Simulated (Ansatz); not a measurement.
**Phonons of KF (Carobbiite, Fm-3m) against volume**

Wanted: mode Grüneisen parameters of KF (Carobbiite, Fm-3m).

Calculated with Ansatz 0.2.0; DFT LDA, scalar-relativistic, plane waves, PAW; PAW set soft_1.

## 1. Starting point

It takes space group Fm-3m (No. 225, cubic). The conventional cell has a = 5.162 Å, b = 5.162 Å, c = 5.162 Å, α = 90.00°, β = 90.00°, γ = 90.00°. Nearest to K lie 6 F at 2.58 Å. Nearest to F lie 6 K at 2.58 Å. Farther neighbours and most contacts between anions are not listed.

## 2. The dispersion

The cell comes from relaxations at this level that are not shown. Stability and thermal properties need the whole zone. Linear response on a 4×4×4 q mesh gives force constants as far as a supercell of that size would, and the tensors from the zone-centre run are typed in so that the long-range dipole term is interpolated apart.

input.yaml reads:

```yaml
crystal:
  lattice:
    - [0.0, 2.5810340228, 2.5810340228]
    - [2.5810340228, 0.0, 2.5810340228]
    - [2.5810340228, 2.5810340228, 0.0]
  atoms:
    - { symbol: K, position: [0.0, 0.0, 0.0] }
    - { symbol: F, position: [0.5, 0.5, 0.5] }
kpoints:
  mp_grid: { grid: [8, 8, 8] }
hamiltonian:
  xc: lda
  pseudopotentials: { kind: paw, azcp: { folder: soft_1 }, xc_functional: pbe }
scf:
  occupations: { method: fixed }
output:
  eigenvalues: true
phonons:
  method: dfpt
  qmesh: [4, 4, 4]
  temperatures: { t_max: 1000, t_step: 50 }
  qpath:
    path:
      - [[0.0, 0.0, 0.0], [0.5, 0.0, 0.5], [0.625, 0.25, 0.625]]
      - [[0.375, 0.375, 0.75], [0.0, 0.0, 0.0], [0.5, 0.5, 0.5], [0.5, 0.25, 0.75], [0.5, 0.0, 0.5]]
    npoints: 10
  non_analytic_term:
    high_frequency_dielectric_tensor: [[2.0972, 0.0, 0.0], [0.0, 2.0972, 0.0], [0.0, 0.0, 2.0972]]
    born_effective_charges:
      - { species: K, tensor: [[1.1497, 0.0, 0.0], [0.0, 1.1497, 0.0], [0.0, 0.0, 1.1497]] }
      - { species: F, tensor: [[-1.1497, 0.0, 0.0], [0.0, -1.1497, 0.0], [0.0, 0.0, -1.1497]] }
    source: "zone-centre run at this cell"
```

Started as:

```
ansatz run input.yaml --threads 4 --pin off --max-ram 10240MiB --backend cpu --events-out ev --progress --plain --runs-dir out
```

Numbers of over 12 decimals in the logs are rounded to 6 here.

Output:

```text
Engine: ansatz 0.2.0, aarch64-unknown-linux-gnu
Pseudopotentials: kind: paw
Pseudopotential: K, paw, valence charge 9, recommended cutoff 420 eV (normal), soft_1/K.paw.azcp
Pseudopotential: F, paw, valence charge 7, recommended cutoff 420 eV (normal), soft_1/F.paw.azcp
Functional definition: SPW92
  exchange = slater_x
  correlation = pw_c
Crystal: 2 atoms, lattice volume = 34.388 Å³
Basis set: ecut = 420 eV, 645 PW (Γ), exchange–correlation on 50×50×50 points (8 copies of the dense FFT grid, shifted against one another)
Bands: 12, of which v1, the nominal top of the filled ones, is band 8 counted from 1 (7 counted from 0)
Symmetry: 48 space group operations
k-points: 29 of 512
Non-local potential: K, projectors of the file, l = 0: 3, l = 1: 2, l = 2: 2
Non-local potential: F, projectors of the file, l = 0: 2, l = 1: 2, l = 2: 1
PAW form: soft (Blöchl's): semilocal exchange-correlation on the pseudo side does not see the compensation charge
PAW frozen core: K, regenerated for the run's functional, and the local potential with it (the file was generated under x = pbe(κ = 0.804, μ = 0.219515), c = pbe(β = 0.066725))
PAW frozen core: F, regenerated for the run's functional, and the local potential with it (the file was generated under x = pbe(κ = 0.804, μ = 0.219515), c = pbe(β = 0.066725))
PAW one-centre angular grid: K, 110 points (default); XC on 64 Gauss nodes
PAW one-centre angular grid: F, 110 points (default); XC on 64 Gauss nodes
Initial density: superposition of atomic densities (chi_scale 0.1, normalization cell, long waves kept (reshape's long-wave potential 0.00 eV rms))
Initial wavefunctions: pseudopotential atomic-orbital guess
Functional: x = slater, c = lda
SCF iter   1: F=—  HF=-2296.118837 eV  |F-HF|=—  |Δ(HF+E_count)|=         —  Δρ=2.17e-1  dr2=1.38e1  ethr=3.10e-3  ⟨swp⟩=4.7  Hψ=1957  notcnv=0  defer=35
preconditioner: auto → none  [insulator: Δε(μ)=2.648 eV  Ē_g=16.091 eV  n_scr=8 (ndim 8)  ℏωp=23.7 eV  f_vac=0.000  ε∞_Penn≈3.2]
SCF iter   2: F=—  HF=-2294.977993 eV  |F-HF|=—  |Δ(HF+E_count)|=    1.14e0  Δρ=1.83e-1  dr2=7.08e0  ethr=3.10e-3  ⟨swp⟩=4.0  Hψ=1172  notcnv=0  defer=48
SCF iter   3: F=—  HF=-2292.803942 eV  |F-HF|=—  |Δ(HF+E_count)|=    2.17e0  Δρ=2.94e-2  dr2=2.14e-1  ethr=3.10e-3  ⟨swp⟩=3.0  Hψ=745  notcnv=0  defer=37
SCF iter   4: F=—  HF=-2292.790874 eV  |F-HF|=—  |Δ(HF+E_count)|=   1.31e-2  Δρ=1.29e-2  dr2=4.21e-2  ethr=1.34e-3  ⟨swp⟩=2.0  Hψ=846  notcnv=0  defer=54
SCF iter   5: F=—  HF=-2292.781871 eV  |F-HF|=—  |Δ(HF+E_count)|=   9.00e-3  Δρ=1.05e-3  dr2=3.03e-4  ethr=2.63e-4  ⟨swp⟩=2.2  Hψ=720  notcnv=0  defer=53
SCF iter   6: F=—  HF=-2292.782104 eV  |F-HF|=—  |Δ(HF+E_count)|=   2.34e-4  Δρ=1.90e-4  dr2=1.13e-5  ethr=1.89e-6  ⟨swp⟩=3.0  Hψ=592  notcnv=0  defer=56
SCF iter   7: F=—  HF=-2292.782110 eV  |F-HF|=—  |Δ(HF+E_count)|=   5.78e-6  Δρ=3.94e-5  dr2=5.06e-7  ethr=7.07e-8  ⟨swp⟩=2.3  Hψ=556  notcnv=0  defer=1
SCF iter   8: F=—  HF=-2292.782111 eV  |F-HF|=—  |Δ(HF+E_count)|=   1.38e-6  Δρ=1.03e-5  dr2=3.78e-8  ethr=3.16e-9  ⟨swp⟩=2.0  Hψ=403  notcnv=0
SCF iter   9: F=—  HF=-2292.782111 eV  |F-HF|=—  |Δ(HF+E_count)|=   1.02e-8  Δρ=1.88e-6  dr2=1.34e-9  ethr=2.36e-10  ⟨swp⟩=2.0  Hψ=430  notcnv=0
SCF iter  10: F=-2292.782111 eV  HF=-2292.782111 eV  |F-HF|=1.36e-12  |Δ(HF+E_count)|=  3.78e-10  Δρ=5.55e-8  dr2=1.20e-12  ethr=1.00e-12  ⟨swp⟩=5.1  Hψ=2147  notcnv=0
SCF 1 converged in 10 iterations: F = -2292.782111 eV  dr2 = 1.20e-12
  greatest PAW one-centre occupation: 0.985 electrons in one spin orbital (limit 2), on the K atom at site 0 (counted from 0), in its partial waves of l = 0
NSCF: frozen V_eff on 29 k-points
NSCF: frozen V_eff on 59 k-points
DFPT response loops at q = (0, 0, 0) (fractional): preconditioner auto → none (the input reference at scf.mixing.eps_inf says where Resta's filter doesn't serve); β = 0.50; Broyden in place of MSR1
NSCF: frozen V_eff on 576 k-points
DFPT response loops at q = (0, 0, 0.25) (fractional): mixed as the last ones told, above
NSCF: frozen V_eff on 300 k-points
DFPT response loops at q = (0, 0, -0.5) (fractional): mixed as the last ones told, above
NSCF: frozen V_eff on 328 k-points
DFPT response loops at q = (0, 0.25, 0.25) (fractional): mixed as the last ones told, above
NSCF: frozen V_eff on 1024 k-points
DFPT response loops at q = (0, 0.25, -0.5) (fractional): mixed as the last ones told, above
NSCF: frozen V_eff on 576 k-points
DFPT response loops at q = (0, 0.25, -0.25) (fractional): mixed as the last ones told, above
NSCF: frozen V_eff on 190 k-points
DFPT response loops at q = (0, -0.5, -0.5) (fractional): mixed as the last ones told, above
NSCF: frozen V_eff on 328 k-points
DFPT response loops at q = (0.25, -0.5, -0.25) (fractional): mixed as the last ones told, above
SCF converged after 10 iterations
Free energy (F): -2292.782111 eV
Harris-Foulkes:  -2292.782111 eV  (|F-HF|=1.36e-12)
Internal energy: -2292.782111 eV  (E = F + TS)
E sigma→0 (E₀):  -2292.782111 eV
Fermi energy:    1.768265 eV
--- Per-component energies (eV) ---
  E_band       = -115.120550
  E_kinetic    = 452.840934
  E_local      = -1061.984057  (includes V_loc(G=0)·N_el)
  E_nonlocal   = 104.796265
  E_hartree    = 378.565184
  E_xc         = -209.868469
  E_vxc        = -263.317826  (∫ρ·V_xc dr)
  E_paw        = -934.675634  (= ΣΔE_a)
  E_vpaw       = -104.586901  (= ΣTr[D̂ρ^β])
  E_aug_tail   = 0.000691  (compensation charges beyond the density's cutoff)
  E_ewald      = -1022.827777
  E_core_change = 0.370752  (= ΣΔE_core)
  E_smearing   = -0.000000  (= −TS)
  E_closure    = -0.000000  (closes the sum)
  Σ components = -2292.782111   (vs F -2292.782111, Δ=0.00e0)
--- Band table (eV; the first three rows and the last of 29) ---
  k-point 0: bands = [... 4 lower, -6.9833, 1.7683, 1.7683, 1.7683, 8.1343, 12.5657, 12.5657, 12.5657]
  k-point 1: bands = [... 4 lower, -6.9899, 1.5938, 1.6967, 1.6967, 8.6161, 12.2776, 12.8030, 12.8030]
  k-point 2: bands = [... 4 lower, -7.0056, 1.2297, 1.5294, 1.5294, 9.7769, 11.9279, 13.4001, 13.4001]
  k-point 28: bands = [... 4 lower, -7.0876, 1.2537, 1.6507, 1.6507, 11.5638, 11.5638, 13.4317, 15.7531]
--- Phonons (Γ-DFPT): 2 representative perturbations + reference (Σ response iterations 6) ---
  ASR residual: 4.455e-5 → 0.000e0 eV/Å²; symmetrization residual: 7.903e-7 eV/Å²
  ASR residual per site (eV/Å²): 1.68e-5 4.46e-5
  Γ frequencies (cm⁻¹): 0.00 0.00 0.00 210.68 210.68 210.68
--- Phonons (arbitrary-q DFPT): 8 irreducible q on the 4×4×4 mesh ---
  q = [0.0000, 0.0000, 0.0000] (star 1, of the zone-centre solve; hermiticity 7.57e-7, symmetrization 4.63e-13): -0.00 0.00 0.00 210.68 210.68 210.68
  q = [0.0000, 0.0000, 0.2500] (star 8, 2 solved perturbations on 288 of 512 k-point pairs; hermiticity 3.01e-7, symmetrization 2.12e-13): 86.17 86.17 127.30 204.53 204.53 317.90
  q = [0.0000, 0.0000, -0.5000] (star 4, 2 solved perturbations on 150 of 512 k-point pairs; hermiticity 1.62e-13, symmetrization 1.62e-13): 129.09 129.09 193.41 193.41 210.05 275.09
  q = [0.0000, 0.2500, 0.2500] (star 6, 4 solved perturbations in 528 linear systems a pass and spin channel, the states on 164 of 512 k-point pairs; hermiticity 3.07e-7, symmetrization 1.19e-13): 62.72 62.72 160.94 214.81 214.81 277.60
  q = [0.0000, 0.2500, -0.5000] (star 24, 4 solved perturbations in 1600 linear systems a pass and spin channel, the states on 512 of 512 k-point pairs; hermiticity 3.56e-7, symmetrization 1.26e-13): 107.28 139.33 168.21 207.52 215.73 248.33
  q = [0.0000, 0.2500, -0.2500] (star 12, 4 solved perturbations in 904 linear systems a pass and spin channel, the states on 288 of 512 k-point pairs; hermiticity 2.45e-7, symmetrization 1.60e-13): 106.25 129.02 179.05 192.64 219.63 267.68
  q = [0.0000, -0.5000, -0.5000] (star 3, 4 solved perturbations in 308 linear systems a pass and spin channel, the states on 95 of 512 k-point pairs; hermiticity 5.99e-7, symmetrization 3.54e-13): 87.07 87.07 170.04 217.91 217.91 227.94
  q = [0.2500, -0.5000, -0.2500] (star 6, 4 solved perturbations in 502 linear systems a pass and spin channel, the states on 164 of 512 k-point pairs; hermiticity 4.04e-7, symmetrization 1.42e-13): 135.68 135.68 151.58 214.70 223.40 223.40
  sum rule: each row above includes the acoustic sum rule's correction from the zone centre's row sums; it moved no ω² by more than (0.80 cm⁻¹)²
  mesh force constants: q→R imaginary residual 3.98e-18; ASR residual 4.455e-5 → 0.000e0 eV/Å²; symmetrization residual 3.553e-15 eV/Å²
  interpolated dispersion: 63 rows × 6 modes
  density of states and harmonic sums: on the 24×24×24 q-mesh, interpolated from the force constants of a 4×4×4 supercell (with the dipole–dipole term of supplied tensors)
  largest difference from the sums on the solved wave vectors: F 1.16e-2 eV, S 1.56e-5 and C_V 4.00e-6 eV/K
  zero-point energy: 0.066138 eV/cell   skipped modes (ω ≤ 0): 3   left out of the sums: 3.62e-5 of the cell's modes: C_V's classical limit lies that fraction below 3 k_B per atom; for a crystal, a wire or a layer, F and S can be off by more, and a phonons.interpolated_qmesh denser along its periods is the remedy for the sampling
```

Wall time 34 s (4 threads of Arm Neoverse V2, shared host); peak memory 0.77 GiB; 2.2 min of CPU time.

This step gave:

```
gap on the k-mesh                                       : 6.366 eV
volume per atom                                         : 17.19 Å³
sum-rule residual before enforcement                    : 4.46e-5 eV/Å²
lowest frequency on the path                            : 0 cm⁻¹
point group                                             : m-3m
highest frequency on the path or at a solved wavevector : 339 cm⁻¹
mean frequency                                          : 177.8 cm⁻¹
Debye temperature (second moment)                       : 349 K
logarithmic mean frequency                              : 166.1 cm⁻¹
highest optical mode at the zone centre (no LO-TO term) : 210.7 cm⁻¹
lowest optical zone-centre mode                         : 210.7 cm⁻¹
lowest mode on the q mesh (acoustic modes at Γ apart)   : 62.72 cm⁻¹
zero-point energy per atom                              : 33.07 meV
heat capacity at 300 K                                  : 23.35 J/(mol atoms K)
vibrational entropy at 300 K                            : 31.44 J/(mol atoms K)
```

Frequencies (cm⁻¹) solved at each irreducible wavevector; negative means imaginary. Frequencies by wavevector, by row:

```
q in reciprocal lattice units  star  mode 1  mode 2  mode 3  mode 4  mode 5  mode 6
                        0 0 0     1       0       0       0   210.7   210.7   210.7
                     0 0 0.25     8    86.2    86.2   127.3   204.5   204.5   317.9
                     0 0 -0.5     4   129.1   129.1   193.4   193.4   210.1   275.1
                  0 0.25 0.25     6    62.7    62.7   160.9   214.8   214.8   277.6
                  0 0.25 -0.5    24   107.3   139.3   168.2   207.5   215.7   248.3
                 0 0.25 -0.25    12   106.2     129   179.1   192.6   219.6   267.7
                  0 -0.5 -0.5     3    87.1    87.1     170   217.9   217.9   227.9
              0.25 -0.5 -0.25     6   135.7   135.7   151.6   214.7   223.4   223.4
```

Symmetry leaves 8 wavevectors to solve. The lowest mode among them, the acoustic zeros apart, lies at q = (0, 0.25, 0.25) and is real, 62.7 cm⁻¹.

## 3. Relaxing at another volume, volume ratio 0.97

The volume is scaled by 0.97 and held; symmetry leaves nothing to relax, so this is a single point. The modes can then be followed against volume.

input.yaml, the sections that differ from step 2:

```yaml
crystal:
  lattice:
    - [0.0, 2.5549611895, 2.5549611895]
    - [2.5549611895, 0.0, 2.5549611895]
    - [2.5549611895, 2.5549611895, 0.0]
  atoms:
    - { symbol: K, position: [0.0, 0.0, 0.0] }
    - { symbol: F, position: [0.5, 0.5, 0.5] }
output:
  forces: true
  stress: true
  eigenvalues: true
# kpoints, hamiltonian, scf: as in step 2
# phonons: removed
```

Output:

```text
[...]
Crystal: 2 atoms, lattice volume = 33.357 Å³
Basis set: ecut = 420 eV, 645 PW (Γ)
Bands: 12, of which v1, the nominal top of the filled ones, is band 8 counted from 1 (7 counted from 0)
Symmetry: 48 space group operations
[...]
k-points: 29 of 512
[...]
--- Band table (eV; the first three rows and the last of 29) ---
  k-point 0: bands = [... 4 lower, -6.6361, 2.0154, 2.0154, 2.0154, 8.5610, 12.8867, 12.8867, 12.8867]
  k-point 1: bands = [... 4 lower, -6.6429, 1.8339, 1.9387, 1.9387, 9.0550, 12.5974, 13.1317, 13.1317]
  k-point 2: bands = [... 4 lower, -6.6589, 1.4548, 1.7586, 1.7586, 10.2336, 12.2648, 13.7504, 13.7504]
  k-point 28: bands = [... 4 lower, -6.7430, 1.4715, 1.9184, 1.9184, 11.9079, 11.9079, 13.8596, 16.2230]
[key lines of the parts left out:]
SCF converged after 8 iterations
Free energy (F): -2292.777606 eV
Fermi energy:    2.015382 eV
P = ⅓ Tr σ = 1.4390 GPa (14.390 kbar)
```

Wall time 0.33 s (4 threads); peak memory 0.26 GiB.

Numbers from this step:

- pressure: 1.439 GPa
- gap on the k-mesh: 6.546 eV
- volume per atom: 16.68 Å³
- direct gap on mesh: 6.546 eV

At this level the gap is 6.55 eV on the k-mesh of the self-consistent run, which can miss the band edges.

[end of part 1 of 3]

[Logs are printed without paths, hosts, clocks, repeated set-up lines and the standing remarks that a program may print on its own settings, such as how far it seeks lower states.]

[Hosts, paths, dates, database ids (printed as entryN), source tags and the programs' standing remarks are cut or masked in the printed files.]
